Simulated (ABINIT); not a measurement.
# SnPbSe3 (Pm-3m): zone-centre phonons, part 2 of 4

Aim: the zone-centre modes of SnPbSe3 (Pm-3m).

ABINIT 10.8.3; DFT LDA, scalar-relativistic, plane waves, HGH norm-conserving pseudopotentials.

So far. Step 4 (Relaxation): The volume changes by -0.2 % in this run and stands -8.2 % from the first cell. Step 5 (Ground state): The cell stands at -0.86 GPa: the relaxation ran with a smoothed and higher cutoff, and the difference is a stress of the finite basis. The relaxed cell has a = 5.247 Å (conventional setting).

The structure was built from a prototype and need not be the compound's stable phase.

## 6. Zone-centre response

At q = 0 one unit cell holds all displacements. The response is solved for single atoms along the cell's directions, and symmetry skips those that follow from others. The crystal is treated as a metal, which screens a static field, so no field response is asked.

File dfpt_gamma.abi:

```

# common to the responses
getwfk_filepath "gso_WFK"
kptopt 2
nqpt 1
qpt 0.0 0.0 0.0
asr 0
chneut 0

# displacements
rfphon 1
rfatpol 1 5
rfdir 1 1 1
tolvrs 1.0d-10
prtwf 0

# basis, mesh and filling
ecut 20.0
ixc 7
ngkpt 4 4 4
nshiftk 1
shiftk 0.0 0.0 0.0
istwfk *1
occopt 6
tsmear 0.01
nband 20
nstep 100
diemac 1000000.0
prtebands 0
prtgsr 0

# cell and atoms
acell 9.915969282 9.915969282 9.915969282
rprim 
    1.0 0.0 0.0
    0.0 1.0 0.0
    0.0 0.0 1.0
ntypat 3
znucl 50 82 34
natom 5
typat 1 2 3 3 3
xred 
    0.0 0.0 0.0
    0.5 0.5 0.5
    0.5 0.5 0.0
    0.5 0.0 0.5
    0.0 0.5 0.5
pp_dirpath "./pseudo"
pseudos "Sn.hgh, Pb.hgh, Se.hgh"
```

Run with:

```console
$ OMP_NUM_THREADS=1 mpirun -n 4 abinit dfpt_gamma.abi > dfpt_gamma.log
```

Numbers of over 12 decimals in the logs are rounded to 6 here.

dfpt_gamma.abo, the main output file:

```text
[banners, grids, parts of the stress and lines that vanish by symmetry left out]
- input  file    -> dfpt_gamma.abi
- output file    -> dfpt_gamma.abo
- root for input  files -> dfpt_gammai
- root for output files -> dfpt_gammao

 Symmetries : space group Pm -3 m (#221); Bravais cP (primitive cubic)
================================================================================
 Values of the parameters that define the memory need of the present run (RF).
     intxc =       0      iscf =       7    lmnmax =       6     lnmax =       6
     mgfft =      40  mpssoang =       3    mqgrid =    3001     natom =       5
  nloc_mem =       1    nspden =       1   nspinor =       1    nsppol =       1
      nsym =      48    n1xccc =       0    ntypat =       3    occopt =       6
   xclevel =       1
-    mband =          20        mffmem =           1         mkmem =           9
-   mkqmem =           9        mk1mem =           9           mpw =        4224
      nfft =       64000          nkpt =          36
- my_mband =          20
================================================================================
================================================================================

--------------------------------------------------------------------------------
------------- Echo of variables that govern the present computation ------------
--------------------------------------------------------------------------------
-
- outvars: echo of selected default values
-   iomode0 =  0 , fftalg0 =312 , wfoptalg0 =  0
-
- outvars: echo of global parameters not present in the input file
-  max_nthreads =    1
-
 -outvars: echo values of preprocessed input variables
 [... echo left out ...]
================================================================================

 chkinp: Checking input parameters for consistency.

[...]
== DATASET  1 ==================================================================
-   mpi_nproc: 4, omp_nthreads: 1 (-1 if OMP is not activated)

--- !DatasetInfo
iteration_state: {dtset: 1, }
dimensions: {natom: 5, nkpt: 36, mband: 20, nsppol: 1, nspinor: 1, nspden: 1, mpw: 4224, }
cutoff_energies: {ecut:  20.0, pawecutdg:  -1.0, }
electrons: {nelect:   2.60000000E+01, charge:   0.00000000E+00, occopt:   6.00000000E+00, tsmear:   1.00000000E-02, }
meta: {optdriver: 1, rfphon: 1, }
...

 mkfilename: getwfk from: gso_WFK

 Exchange-correlation functional for the present dataset will be:
  LDA: Perdew-Wang 92 LSD fit to Ceperley-Alder data - ixc=7
 Citation for XC functional:
  J.P.Perdew and Y.Wang, PRB 45, 13244 (1992)

 Real(R)+Recip(G) space primitive vectors, cartesian coordinates (Bohr,Bohr^-1):
 R(1)=  9.9159693  0.0000000  0.0000000  G(1)=  0.1008474  0.0000000  0.0000000
 R(2)=  0.0000000  9.9159693  0.0000000  G(2)=  0.0000000  0.1008474  0.0000000
 R(3)=  0.0000000  0.0000000  9.9159693  G(3)=  0.0000000  0.0000000  0.1008474
 Unit cell volume ucvol=  9.7500203E+02 bohr^3
 Angles (23,13,12)=  9.00000000E+01  9.00000000E+01  9.00000000E+01 degrees
 setup1 : take into account q-point for computing boxcut.

 getcut: wavevector=  0.0000  0.0000  0.0000  ngfft=  40  40  40
         ecut(hartree)=     20.000   => boxcut(ratio)=   2.00376

--- Pseudopotential description ------------------------------------------------
- pspini: atom type   1  psp file is ./pseudo/Sn.hgh

- pspini: atom type   2  psp file is ./pseudo/Pb.hgh

- pspini: atom type   3  psp file is ./pseudo/Se.hgh

   1.74390780E+03                                ecore*ucvol(ha*bohr**3)
--------------------------------------------------------------------------------

 ==>  initialize data related to q vector <==

 The list of irreducible perturbations for this q vector is:
    1)    idir= 1    ipert=   1
    2)    idir= 1    ipert=   2
    3)    idir= 1    ipert=   3
    4)    idir= 3    ipert=   3

[...]
The perturbation idir=   2  ipert=   1 is
 symmetric of a previously calculated perturbation.
 So, its SCF calculation is not needed.

 The perturbation idir=   3  ipert=   1 is
 symmetric of a previously calculated perturbation.
 So, its SCF calculation is not needed.

 The perturbation idir=   2  ipert=   2 is
 symmetric of a previously calculated perturbation.
 So, its SCF calculation is not needed.

 The perturbation idir=   3  ipert=   2 is
 symmetric of a previously calculated perturbation.
 So, its SCF calculation is not needed.

[...]
The perturbation idir=   2  ipert=   5 is
 symmetric of a previously calculated perturbation.
 So, its SCF calculation is not needed.

 The perturbation idir=   3  ipert=   5 is
 symmetric of a previously calculated perturbation.
 So, its SCF calculation is not needed.

--------------------------------------------------------------------------------
 Perturbation wavevector (in red.coord.)   0.000000  0.000000  0.000000
 Perturbation : displacement of atom   1   along direction   1
 Found     8 symmetries that leave the perturbation invariant.

[...]
dfpt_looppert : total number of electrons, from k and k+q
  fully or partially occupied states are    2.600000E+01 and    2.600000E+01.
 Initialisation of the first-order wave-functions :
  ireadwf=   0

--- !BeginCycle
iteration_state: {dtset: 1, }
solver: {iscf: 7, nstep: 100, nline: 4, wfoptalg: 0, }
tolerances: {tolvrs: 1.00E-10, }
...

     iter   2DEtotal(Ha)        deltaE(Ha) residm    vres2
-ETOT  1   33.732055507301     -7.670E+01 1.250E+00 9.707E+04
 ETOT  2  -2.339820     -3.607E+01 9.760E-03 2.511E+03
 ETOT  3  -3.218677     -8.789E-01 2.475E-03 2.239E+02
 ETOT  4  -3.290018     -7.134E-02 4.036E-04 2.771E+00
 ETOT  5  -3.290900     -8.824E-04 3.261E-05 1.710E-03
[...]
At SCF step   11       vres2   =  7.25E-11 < tolvrs=  1.00E-10 =>converged.
[...]
Mean square residual over all n,k,spin=   39.001E-13; max=  11.921E-10

 Thirteen components of 2nd-order total energy (hartree) are
 1,2,3: 0th-order hamiltonian combined with 1st-order wavefunctions
     kin0=   9.57299579E+01 eigvalue=   3.54182148E+00  local=  -2.64076003E+01
 4,5,6: 1st-order hamiltonian combined with 1st and 0th-order wfs
 loc psp =  -1.05860842E+02  Hartree=   2.06143146E+01     xc=  -1.12599018E+01
 note that "loc psp" includes a xc core correction that could be resolved
 7,8,9: eventually, occupation + non-local contributions
    edocc=   1.00539012E+01     enl0=   2.14471976E+01   enl1=  -1.21578540E+02
 1-9 gives the relaxation energy (to be shifted if some occ is /=2.0)
   erelax=  -1.13719691E+02
 10,11,12 Non-relaxation  contributions : frozen-wavefunctions and Ewald
 fr.local=   1.55251063E+01 fr.nonlo=   5.77299564E+01  Ewald=   3.71737273E+01
 13,14 Frozen wf xc core corrections (1) and (2)
 frxc 1  =   0.00000000E+00  frxc 2 =   0.00000000E+00
 Resulting in :
 2DEtotal=   -0.3290901042E+01 Ha. Also 2DEtotal=   -0.895499793527E+02 eV
    (2DErelax=   -1.1371969100E+02 Ha. 2DEnonrelax=    1.1042878995E+02 Ha)
    (  non-var. 2DEtotal :   -3.2909009012E+00 Ha)

[...]
Perturbation wavevector (in red.coord.)   0.000000  0.000000  0.000000
 Perturbation : displacement of atom   2   along direction   1
 Found     8 symmetries that leave the perturbation invariant.

[...]
dfpt_looppert : total number of electrons, from k and k+q
  fully or partially occupied states are    2.600000E+01 and    2.600000E+01.
 Initialisation of the first-order wave-functions :
  ireadwf=   0

--- !BeginCycle
iteration_state: {dtset: 1, }
solver: {iscf: 7, nstep: 100, nline: 4, wfoptalg: 0, }
tolerances: {tolvrs: 1.00E-10, }
...

     iter   2DEtotal(Ha)        deltaE(Ha) residm    vres2
-ETOT  1   75.198177947680     -2.528E+01 6.928E-01 1.638E+05
[...]
At SCF step   12       vres2   =  2.24E-12 < tolvrs=  1.00E-10 =>converged.
[...]
Mean square residual over all n,k,spin=   16.277E-14; max=  44.464E-12

 Thirteen components of 2nd-order total energy (hartree) are
 1,2,3: 0th-order hamiltonian combined with 1st-order wavefunctions
     kin0=   9.25679645E+01 eigvalue=   5.73797595E+00  local=  -4.61161484E+01
 4,5,6: 1st-order hamiltonian combined with 1st and 0th-order wfs
 loc psp =  -5.07854518E+01  Hartree=   2.43210536E+01     xc=  -9.19797231E+00
 note that "loc psp" includes a xc core correction that could be resolved
 7,8,9: eventually, occupation + non-local contributions
    edocc=   9.91540163E+00     enl0=   1.69216120E+01   enl1=  -1.37514322E+02
 1-9 gives the relaxation energy (to be shifted if some occ is /=2.0)
   erelax=  -9.41498871E+01
 10,11,12 Non-relaxation  contributions : frozen-wavefunctions and Ewald
 fr.local=  -1.01153985E+01 fr.nonlo=   7.34204704E+01  Ewald=   3.71737273E+01
 13,14 Frozen wf xc core corrections (1) and (2)
 frxc 1  =   0.00000000E+00  frxc 2 =   0.00000000E+00
 Resulting in :
 2DEtotal=    0.6328912168E+01 Ha. Also 2DEtotal=    0.172218473526E+03 eV
    (2DErelax=   -9.4149887070E+01 Ha. 2DEnonrelax=    1.0047879924E+02 Ha)
    (  non-var. 2DEtotal :    6.3289122274E+00 Ha)

[...]
Perturbation wavevector (in red.coord.)   0.000000  0.000000  0.000000
 Perturbation : displacement of atom   3   along direction   1
 Found     4 symmetries that leave the perturbation invariant.

[...]
dfpt_looppert : total number of electrons, from k and k+q
  fully or partially occupied states are    2.600000E+01 and    2.600000E+01.
 Initialisation of the first-order wave-functions :
  ireadwf=   0

--- !BeginCycle
iteration_state: {dtset: 1, }
solver: {iscf: 7, nstep: 100, nline: 4, wfoptalg: 0, }
tolerances: {tolvrs: 1.00E-10, }
...

     iter   2DEtotal(Ha)        deltaE(Ha) residm    vres2
-ETOT  1   295.37247482610     -2.836E+02 9.890E-01 6.670E+05
[...]
At SCF step   12       vres2   =  1.64E-11 < tolvrs=  1.00E-10 =>converged.
[...]
Mean square residual over all n,k,spin=   41.551E-12; max=  20.048E-09

 Thirteen components of 2nd-order total energy (hartree) are
 1,2,3: 0th-order hamiltonian combined with 1st-order wavefunctions
     kin0=   5.79362889E+02 eigvalue=   1.10182089E+01  local=  -3.48345392E+02
 4,5,6: 1st-order hamiltonian combined with 1st and 0th-order wfs
 loc psp =  -2.79221580E+02  Hartree=   1.50701460E+02     xc=  -5.33505608E+01
 note that "loc psp" includes a xc core correction that could be resolved
 7,8,9: eventually, occupation + non-local contributions
    edocc=   1.70727988E+01     enl0=   2.24707701E+02   enl1=  -8.83112631E+02
 1-9 gives the relaxation energy (to be shifted if some occ is /=2.0)
   erelax=  -5.81167106E+02
 10,11,12 Non-relaxation  contributions : frozen-wavefunctions and Ewald
 fr.local=   1.27555135E+02 fr.nonlo=   4.42327473E+02  Ewald=   9.04237843E+00
 13,14 Frozen wf xc core corrections (1) and (2)
 frxc 1  =   0.00000000E+00  frxc 2 =   0.00000000E+00
 Resulting in :
 2DEtotal=   -0.2242120398E+01 Ha. Also 2DEtotal=   -0.610112041509E+02 eV
    (2DErelax=   -5.8116710597E+02 Ha. 2DEnonrelax=    5.7892498557E+02 Ha)
    (  non-var. 2DEtotal :   -2.2421198930E+00 Ha)

[...]
Perturbation wavevector (in red.coord.)   0.000000  0.000000  0.000000
 Perturbation : displacement of atom   3   along direction   3
 Found     8 symmetries that leave the perturbation invariant.

--------------------------------------------------------------------------------

--------------------------------------------------------------------------------

 dfpt_looppert : total number of electrons, from k and k+q
  fully or partially occupied states are    2.600000E+01 and    2.600000E+01.
 Initialisation of the first-order wave-functions :
  ireadwf=   0

--- !BeginCycle
iteration_state: {dtset: 1, }
solver: {iscf: 7, nstep: 100, nline: 4, wfoptalg: 0, }
tolerances: {tolvrs: 1.00E-10, }
...

     iter   2DEtotal(Ha)        deltaE(Ha) residm    vres2
-ETOT  1   396.84298764222     -1.924E+02 8.963E-01 8.285E+05
[...]
ETOT 11   11.535909339254     -5.571E-12 5.822E-08 6.511E-10
 ETOT 12   11.535909339243     -1.114E-11 5.844E-09 1.000E-11

 At SCF step   12       vres2   =  1.00E-11 < tolvrs=  1.00E-10 =>converged.
[...]
Mean square residual over all n,k,spin=   18.124E-12; max=  58.436E-10

 Thirteen components of 2nd-order total energy (hartree) are
 1,2,3: 0th-order hamiltonian combined with 1st-order wavefunctions
     kin0=   5.55690966E+02 eigvalue=   1.54805431E+01  local=  -3.22247968E+02
 4,5,6: 1st-order hamiltonian combined with 1st and 0th-order wfs
 loc psp =  -2.99918800E+02  Hartree=   1.55520169E+02     xc=  -5.11291064E+01
 note that "loc psp" includes a xc core correction that could be resolved
 7,8,9: eventually, occupation + non-local contributions
    edocc=   2.77711783E+01     enl0=   1.96669841E+02   enl1=  -8.55592445E+02
 1-9 gives the relaxation energy (to be shifted if some occ is /=2.0)
   erelax=  -5.77755623E+02
 10,11,12 Non-relaxation  contributions : frozen-wavefunctions and Ewald
 fr.local=   3.06240915E+01 fr.nonlo=   4.24677858E+02  Ewald=   1.33989582E+02
 13,14 Frozen wf xc core corrections (1) and (2)
 frxc 1  =   0.00000000E+00  frxc 2 =   0.00000000E+00
 Resulting in :
 2DEtotal=    0.1153590934E+02 Ha. Also 2DEtotal=    0.313908084729E+03 eV
    (2DErelax=   -5.7775562274E+02 Ha. 2DEnonrelax=    5.8929153208E+02 Ha)
    (  non-var. 2DEtotal :    1.1535909305E+01 Ha)

[...]
---- first-order wavefunction calculations are completed ----

 ==> Compute Derivative Database <==

 [... matrices left out ...]
  Phonon wavevector (reduced coordinates) :  0.00000  0.00000  0.00000
 Phonon energies in Hartree :
  -5.470962E-04 -5.470962E-04 -5.470962E-04 -4.184848E-04 -4.184848E-04
  -4.184848E-04 -1.930941E-04 -1.930941E-04 -1.930941E-04  1.160080E-05
   1.160080E-05  1.160080E-05  1.012720E-03  1.012720E-03  1.012720E-03
 Phonon frequencies in cm-1    :
- -1.200737E+02 -1.200737E+02 -1.200737E+02 -9.184681E+01 -9.184681E+01
- -9.184681E+01 -4.237926E+01 -4.237926E+01 -4.237926E+01  2.546082E+00
-  2.546082E+00  2.546082E+00  2.222663E+02  2.222663E+02  2.222663E+02

== END DATASET(S) ==============================================================
================================================================================

 -outvars: echo values of variables after computation
            acell      9.9159692820E+00  9.9159692820E+00  9.9159692820E+00 Bohr
           etotal      1.1535909339E+01
            fcart      0.0000000000E+00  0.0000000000E+00  0.0000000000E+00
           strten      0.0000000000E+00  0.0000000000E+00  0.0000000000E+00
================================================================================
```

It took 1.9 min on 4 MPI ranks of Arm Neoverse N1, shared host.

Numbers from this step:

| Property | Result |
| --- | --- |
| largest acoustic frequency at the zone centre before the sum rule | 2.55 cm⁻¹ |
| highest optical zone-centre mode (no LO-TO term) | 222.3 cm⁻¹ |
| lowest optical zone-centre mode | -120.1 cm⁻¹ |

The acoustic modes at Γ come out as far as 2.5 cm⁻¹ from zero, where they should vanish, a small numerical error. The lowest optical mode is imaginary, 120i cm⁻¹, an instability at this level and on this k mesh.

[end of part 2 of 4]

[Host names and launcher messages were left out of these logs when they were recorded.]

[Logs are printed without paths, hosts, clocks, repeated set-up lines and the standing remarks that a program may print on its own settings, such as how far it seeks lower states.]

[Hosts, paths, dates, database ids (printed as entryN), source tags and the programs' standing remarks are cut or masked in the printed files.]
